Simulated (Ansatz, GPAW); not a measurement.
# A 6-layer slab of V(110): converging a work function, part 2 of 3

Wanted: a convergence study on the slab a 6-layer slab of V(110).

GPAW 26.7.0 and Ansatz 0.2.0; Ansatz plane waves; slab in vacuum with a dipole correction, relaxation (the session's first sound run).

So far, upper work function (eV): step 2 (relaxing the atoms) 4.69.

## (3) The slab's potential

With the geometry fixed, the planar mean of the potential gives the vacuum level on each side.

This step: GPAW, PAW setups; slab in vacuum (GPAW 26.7.0).

Contents of run.py:

```python
import json
import numpy as np
from ase import Atoms
from gpaw import GPAW, PW

slab = Atoms(
    ['V', 'V', 'V', 'V', 'V', 'V'],
    positions=[
        [0.00000, 0.00000, 9.00000],
        [2.13546, 0.00000, 11.13546],
        [0.00000, 0.00000, 13.27092],
        [2.13546, 0.00000, 15.34539],
        [0.00000, 0.00000, 17.45908],
        [2.13546, 0.00000, 19.43240]],
    cell=[[2.13546, -1.51, 0.0], [2.13546, 1.51, 0.0], [0.0, 0.0, 28.67731]],
    pbc=[True, True, False])

slab.calc = GPAW(mode=PW(400), xc='PBE', kpts={'size': (13, 13, 1), 'gamma': True},
                 occupations={'name': 'fermi-dirac', 'width': 0.1}, nbands='140%',
                 convergence={'density': 1e-05}, maxiter=200,
                 poissonsolver={'dipolelayer': 'xy'},
                 symmetry={'tolerance': 1e-3}, txt='slab.txt')
result = {}
energy = slab.get_potential_energy()
fermi = slab.calc.get_fermi_level()
v = slab.calc.get_electrostatic_potential().mean((0, 1)) - fermi
n = slab.calc.get_pseudo_density().mean((0, 1))
L = slab.cell[2, 2]
z = np.arange(len(v)) * L / len(v)
low, high = slab.positions[:, 2].min(), slab.positions[:, 2].max()
below, above = np.interp([low - 6.8, high + 6.8], z, v)
slopes = [np.interp(x, z, np.gradient(v, z)) for x in (low - 6.8, high + 6.8)]
eps = np.array([[slab.calc.get_eigenvalues(k, s) for k in range(len(slab.calc.get_ibz_k_points()))]
                for s in range(slab.calc.get_number_of_spins())]) - fermi
top, bottom = eps[eps < 0].max(), eps[eps > 0].min()
dipole = slab.get_dipole_moment()[2]
print(f'energy {energy:.4f} eV, Fermi level {fermi:.4f} eV, dipole {dipole:.5f} e A')
print(f'potential 6.8 A off the faces, from the Fermi level: lower {below:.4f} eV, upper {above:.4f} eV')
print(f'slope of the potential there: lower {slopes[0]:.5f}, upper {slopes[1]:.5f} eV/A')
print(f'nearest levels on the mesh: {top:.4f} and {bottom:.4f} eV')
print('magnetic moment', round(slab.get_magnetic_moment(), 3))
result.update(energy=energy, fermi=fermi, dipole=dipole, below=below, above=above, slopes=slopes, edges=[top, bottom],
              z=z.tolist(), v=v.tolist(), n=n.tolist(), positions=slab.positions.tolist(),
              forces=slab.get_forces(apply_constraint=False).tolist(), moments=slab.get_magnetic_moments().tolist())
json.dump(result, open('result.json', 'w'))
```

Command:

```sh
> OMP_NUM_THREADS=1 OPENBLAS_NUM_THREADS=1 python run.py
```

Log:

```text
energy -48.9786 eV, Fermi level 1.6596 eV, dipole 0.00303 e A
potential 6.8 A off the faces, from the Fermi level: lower 4.7689 eV, upper 4.6848 eV
slope of the potential there: lower 0.00002, upper 0.00004 eV/A
nearest levels on the mesh: -0.0000 and 0.0031 eV
magnetic moment 0.0
```

Wall time 4.7 min (1 thread of Intel Xeon Platinum 8488C (Sapphire Rapids), shared host); peak memory 0.35 GiB.

Numbers from this step:

| Property | Result |
| --- | --- |
| dipole along the normal | 0.003026 e·Å |
| levels nearest the Fermi level on the mesh | -4.84e-5, 0.003147 eV from the Fermi level |
| upper work function | 4.685 eV |
| lower work function | 4.769 eV |

The electrostatic potential energy of an electron (without an applied field's), less the Fermi level, planar mean oscillates, so the rows of the table below give means over windows of 2.12 Å about each position, cut where the curve ends. Its maxima inside the range that stand out by 2 % of the span (Å: eV): 10.1: -1.03, 12.2: -1.04, 14.3: -1.56, 16.4: -1.29, 18.5: -2.49. Its minima: 9.0: -19.9, 11.2: -19.8, 13.3: -19.7, 15.3: -19.6, 17.4: -19.7, 19.4: -20.0.

Table of electrostatic potential energy of an electron (without an applied field's), less the Fermi level, planar mean by z; means over each step:

| z (Å) | electrostatic potential energy of an electron (without an applied field's), less the Fermi level, planar mean (eV) |
| --- | --- |
| 1.06 | 4.77 |
| 3.18 | 4.77 |
| 5.30 | 4.74 |
| 7.42 | 1.68 |
| 9.54 | -9.37 |
| 11.66 | -9.27 |
| 13.78 | -9.56 |
| 15.90 | -9.37 |
| 18.02 | -10.3 |
| 20.14 | -6.86 |
| 22.26 | 4.49 |
| 24.38 | 4.68 |
| 26.50 | 4.68 |

The pseudo valence density, planar mean oscillates, so the rows of the table below give means over windows of 2.12 Å about each position, cut where the curve ends. Its maxima inside the range that stand out by 2 % of the span (Å: e/Å³): 8.9: 2.25, 11.0: 2.21, 13.2: 2.19, 15.3: 2.29, 17.4: 2.30, 19.3: 2.19. Its minima: 10.0: 0.273, 12.1: 0.271, 14.2: 0.287, 16.4: 0.271, 18.5: 0.322.

Table of pseudo valence density, planar mean by z; means over each step:

| z (Å) | pseudo valence density, planar mean (e/Å³) |
| --- | --- |
| 3.18 | 5.3e-6 |
| 5.30 | 8.0e-4 |
| 7.42 | 0.0979 |
| 9.54 | 0.947 |
| 11.66 | 0.946 |
| 13.78 | 0.965 |
| 15.90 | 0.954 |
| 18.02 | 1.02 |
| 20.14 | 0.769 |
| 22.26 | 0.00575 |
| 24.38 | 4.4e-5 |

Force by atom:

| atom | x (eV/Å) | y (eV/Å) | z (eV/Å) | size |
| --- | --- | --- | --- | --- |
| V1 | 0.000 | 0.000 | 0.501 | 0.501 |
| V2 | 0.000 | 0.000 | -0.375 | 0.375 |
| V3 | 0.000 | 0.000 | -0.186 | 0.186 |
| V4 | 0.000 | 0.000 | 0.008 | 0.008 |
| V5 | 0.000 | 0.000 | -0.039 | 0.039 |
| V6 | 0.000 | 0.000 | 0.090 | 0.090 |

The potential is flat to 3.6e-5 eV/Å where it is read, so the vacuum is wide enough. The geometry is the other program's minimum; here the largest force on a free atom is 0.090 eV/Å.

## (4) Cutoff 200

The cutoff limits how sharply the smooth valence waves can vary, which tells mostly near the atoms.

Changes to run.py since step 3:

```diff
@@ -17,3 +17,3 @@
 
-slab.calc = GPAW(mode=PW(400), xc='PBE', kpts={'size': (13, 13, 1), 'gamma': True},
+slab.calc = GPAW(mode=PW(200), xc='PBE', kpts={'size': (13, 13, 1), 'gamma': True},
                  occupations={'name': 'fermi-dirac', 'width': 0.1}, nbands='140%',
```

Log:

```text
energy -46.0235 eV, Fermi level 1.6723 eV, dipole 0.00236 e A
potential 6.8 A off the faces, from the Fermi level: lower 4.7975 eV, upper 4.7009 eV
slope of the potential there: lower -0.00321, upper 0.00083 eV/A
nearest levels on the mesh: -0.0009 and 0.0007 eV
magnetic moment 0.0
```

The job ended after 1.9 min (1 thread; peak memory 0.2 GiB).

The run finished. A setting was moved off its sound value on purpose, so it serves as a test and not as the result.

The fault put into the input: a cutoff under that of the base run: the energy of the cell lies 3.0 eV from the base value (ecut = 200).

Side by side:

| quantity | this run | sound run | difference |
| --- | --- | --- | --- |
| upper work function (eV) | 4.7009 | 4.6848 | 0.0161 |
| lower work function (eV) | 4.7975 | 4.7689 | 0.0286 |

## (5) Cutoff 300

The cutoff limits how sharply the smooth valence waves can vary, which tells mostly near the atoms.

Changes to run.py since step 4:

```diff
@@ -17,3 +17,3 @@
 
-slab.calc = GPAW(mode=PW(200), xc='PBE', kpts={'size': (13, 13, 1), 'gamma': True},
+slab.calc = GPAW(mode=PW(300), xc='PBE', kpts={'size': (13, 13, 1), 'gamma': True},
                  occupations={'name': 'fermi-dirac', 'width': 0.1}, nbands='140%',
```

Log:

```text
energy -48.5128 eV, Fermi level 1.6618 eV, dipole 0.00311 e A
potential 6.8 A off the faces, from the Fermi level: lower 4.7730 eV, upper 4.6901 eV
slope of the potential there: lower 0.00017, upper 0.00021 eV/A
nearest levels on the mesh: -0.0002 and 0.0022 eV
magnetic moment 0.0
```

Elapsed: 2.9 min, on 1 thread; peak memory 0.28 GiB.

The run finished. A setting was moved off its sound value on purpose, so it serves as a test and not as the result.

The fault put into the input: a cutoff under that of the base run: the energy of the cell lies 0.47 eV from the base value (ecut = 300).

The two runs compared:

| quantity | this run | sound run | difference |
| --- | --- | --- | --- |
| dipole along the normal (e·Å) | 0.0031082 | 0.0030257 | 8.2e-5 |
| upper work function (eV) | 4.6901 | 4.6848 | 0.00528 |
| lower work function (eV) | 4.7730 | 4.7689 | 0.00413 |

## (6) Cutoff 700: ecut = 700

The cutoff limits how sharply the smooth valence waves can vary, which tells mostly near the atoms.

Changes to run.py since step 5:

```diff
@@ -17,3 +17,3 @@
 
-slab.calc = GPAW(mode=PW(300), xc='PBE', kpts={'size': (13, 13, 1), 'gamma': True},
+slab.calc = GPAW(mode=PW(700), xc='PBE', kpts={'size': (13, 13, 1), 'gamma': True},
                  occupations={'name': 'fermi-dirac', 'width': 0.1}, nbands='140%',
```

Log:

```text
energy -49.0795 eV, Fermi level 1.6592 eV, dipole 0.00302 e A
potential 6.8 A off the faces, from the Fermi level: lower 4.7680 eV, upper 4.6833 eV
slope of the potential there: lower 0.00003, upper -0.00004 eV/A
nearest levels on the mesh: -0.0001 and 0.0030 eV
magnetic moment 0.0
```

It took 11 min on 1 thread; peak memory 0.63 GiB.

This step gave:

| Quantity | Value |
| --- | --- |
| dipole along the normal | 0.003017 e·Å |
| levels nearest the Fermi level on the mesh | -1.24e-4, 0.002994 eV from the Fermi level |
| upper work function | 4.683 eV |
| lower work function | 4.768 eV |

The electrostatic potential energy of an electron (without an applied field's), less the Fermi level, planar mean oscillates, so the rows of the table below give means over windows of 2.09 Å about each position, cut where the curve ends. Its maxima inside the range that stand out by 2 % of the span (Å: eV): 10.1: -1.02, 12.2: -1.03, 14.3: -1.56, 16.4: -1.25, 18.4: -2.45. Its minima: 9.0: -19.9, 11.1: -19.4, 13.3: -19.7, 15.3: -19.7, 17.5: -19.4, 19.4: -19.9.

The electrostatic potential energy of an electron (without an applied field's), less the Fermi level, planar mean by z; means over each step:

| z (Å) | electrostatic potential energy of an electron (without an applied field's), less the Fermi level, planar mean (eV) |
| --- | --- |
| 1.04 | 4.76 |
| 3.13 | 4.77 |
| 5.22 | 4.75 |
| 7.31 | 2.34 |
| 9.40 | -9.48 |
| 11.49 | -9.36 |
| 13.58 | -9.55 |
| 15.67 | -9.41 |
| 17.77 | -9.93 |
| 19.85 | -8.69 |
| 21.95 | 4.28 |
| 24.03 | 4.68 |
| 26.12 | 4.68 |
| 28.21 | 4.69 |

The pseudo valence density, planar mean oscillates, so the rows of the table below give means over windows of 2.13 Å about each position, cut where the curve ends. Its maxima inside the range that stand out by 2 % of the span (Å: e/Å³): 9.0: 2.33, 11.1: 2.32, 13.3: 2.32, 15.4: 2.27, 17.5: 2.24, 19.5: 2.27. Its minima: 10.0: 0.271, 12.1: 0.269, 14.3: 0.284, 16.4: 0.270, 18.5: 0.326.

The pseudo valence density, planar mean by z; means over each step:

| z (Å) | pseudo valence density, planar mean (e/Å³) |
| --- | --- |
| 3.19 | 5.4e-6 |
| 5.32 | 8.5e-4 |
| 7.46 | 0.107 |
| 9.58 | 0.946 |
| 11.71 | 0.944 |
| 13.84 | 0.967 |
| 15.97 | 0.954 |
| 18.11 | 1.04 |
| 20.23 | 0.716 |
| 22.36 | 0.00450 |
| 24.50 | 3.2e-5 |

Force by atom:

| atom | x (eV/Å) | y (eV/Å) | z (eV/Å) | size |
| --- | --- | --- | --- | --- |
| V1 | 0.000 | 0.000 | 0.503 | 0.503 |
| V2 | 0.000 | 0.000 | -0.375 | 0.375 |
| V3 | 0.000 | 0.000 | -0.186 | 0.186 |
| V4 | 0.000 | 0.000 | 0.008 | 0.008 |
| V5 | 0.000 | 0.000 | -0.041 | 0.041 |
| V6 | 0.000 | 0.000 | 0.090 | 0.090 |

The upper face's work function is 4.683 eV, against 4.685 eV in the first plane-wave PBE run at this geometry.

## (7) K mesh 4×4

The mesh in the plane samples the bands: a metal's Fermi level needs it dense, and band edges must lie on it.

Changes to run.py since step 6:

```diff
@@ -17,3 +17,3 @@
 
-slab.calc = GPAW(mode=PW(700), xc='PBE', kpts={'size': (13, 13, 1), 'gamma': True},
+slab.calc = GPAW(mode=PW(400), xc='PBE', kpts={'size': (4, 4, 1), 'gamma': True},
                  occupations={'name': 'fermi-dirac', 'width': 0.1}, nbands='140%',
```

Log:

```text
energy -49.1075 eV, Fermi level 1.6295 eV, dipole 0.00046 e A
potential 6.8 A off the faces, from the Fermi level: lower 4.7985 eV, upper 4.7864 eV
slope of the potential there: lower 0.00002, upper 0.00004 eV/A
nearest levels on the mesh: -0.0715 and 0.0417 eV
magnetic moment 0.0
```

The job ended after 60 s (1 thread; peak memory 0.21 GiB).

The run finished with changed settings (kpts = [4, 4]); it serves as a test.

The two runs compared:

| quantity | this run | sound run | difference |
| --- | --- | --- | --- |
| upper work function (eV) | 4.7864 | 4.6848 | 0.102 |
| lower work function (eV) | 4.7985 | 4.7689 | 0.0296 |

The two runs differ clearly in the upper work function: 4.79 eV against 4.68 eV.

## (8) K mesh 8×8

The mesh in the plane samples the bands: a metal's Fermi level needs it dense, and band edges must lie on it.

Changes to run.py since step 7:

```diff
@@ -17,3 +17,3 @@
 
-slab.calc = GPAW(mode=PW(400), xc='PBE', kpts={'size': (4, 4, 1), 'gamma': True},
+slab.calc = GPAW(mode=PW(400), xc='PBE', kpts={'size': (8, 8, 1), 'gamma': True},
                  occupations={'name': 'fermi-dirac', 'width': 0.1}, nbands='140%',
```

Log:

```text
energy -48.9931 eV, Fermi level 1.6648 eV, dipole 0.00303 e A
potential 6.8 A off the faces, from the Fermi level: lower 4.7655 eV, upper 4.6814 eV
slope of the potential there: lower 0.00002, upper 0.00004 eV/A
nearest levels on the mesh: -0.0379 and 0.0064 eV
magnetic moment 0.0
```

Wall time 2.3 min (1 thread); peak memory 0.26 GiB.

The run finished with changed settings (kpts = [8, 8]); it serves as a test.

The two runs compared:

| quantity | this run | sound run | difference |
| --- | --- | --- | --- |
| dipole along the normal (e·Å) | 0.0030269 | 0.0030257 | 1.2e-6 |
| upper work function (eV) | 4.6814 | 4.6848 | -0.00340 |
| lower work function (eV) | 4.7655 | 4.7689 | -0.00337 |

## (9) K mesh 20×20: kpts = [20, 20]

The mesh in the plane samples the bands: a metal's Fermi level needs it dense, and band edges must lie on it.

Changes to run.py since step 8:

```diff
@@ -17,3 +17,3 @@
 
-slab.calc = GPAW(mode=PW(400), xc='PBE', kpts={'size': (8, 8, 1), 'gamma': True},
+slab.calc = GPAW(mode=PW(400), xc='PBE', kpts={'size': (20, 20, 1), 'gamma': True},
                  occupations={'name': 'fermi-dirac', 'width': 0.1}, nbands='140%',
```

Log:

```text
energy -48.9826 eV, Fermi level 1.6624 eV, dipole 0.00309 e A
potential 6.8 A off the faces, from the Fermi level: lower 4.7682 eV, upper 4.6824 eV
slope of the potential there: lower 0.00002, upper 0.00004 eV/A
nearest levels on the mesh: -0.0043 and 0.0011 eV
magnetic moment 0.0
```

Wall time 10 min (1 thread); peak memory 0.58 GiB.

This step gave:

| Property | Result |
| --- | --- |
| dipole along the normal | 0.003087 e·Å |
| levels nearest the Fermi level on the mesh | -0.004347, 0.001072 eV from the Fermi level |
| upper work function | 4.682 eV |

The electrostatic potential energy of an electron (without an applied field's), less the Fermi level, planar mean oscillates, so the rows of the table below give means over windows of 2.12 Å about each position, cut where the curve ends. Its maxima inside the range that stand out by 2 % of the span (Å: eV): 10.1: -1.03, 12.2: -1.04, 14.3: -1.56, 16.4: -1.29, 18.5: -2.49. Its minima: 9.0: -19.9, 11.2: -19.8, 13.3: -19.8, 15.3: -19.6, 17.4: -19.7, 19.4: -20.0.

The electrostatic potential energy of an electron (without an applied field's), less the Fermi level, planar mean by z; means over each step:

z (Å), electrostatic potential energy of an electron (without an applied field's), less the Fermi level, planar mean (eV) and a bar from the least value:
```
     1.06        4.8 ##############################
     3.18        4.8 ##############################
     5.30        4.7 ##############################
     7.42        1.7 ########################
     9.54       -9.4 ##
    11.66       -9.3 ##
    13.78       -9.6 ##
    15.90       -9.4 ##
    18.02      -10.3 
    20.14       -6.9 #######
    22.26        4.5 #############################
    24.38        4.7 ##############################
    26.50        4.7 ##############################
```

The upper face's work function is 4.682 eV, against 4.685 eV in the first plane-wave PBE run at this geometry.

[end of part 2 of 3]

[Logs are printed without paths, hosts, clocks, repeated set-up lines and the standing remarks that a program may print on its own settings, such as how far it seeks lower states.]

[Hosts, paths, dates, database ids (printed as entryN), source tags and the programs' standing remarks are cut or masked in the printed files.]
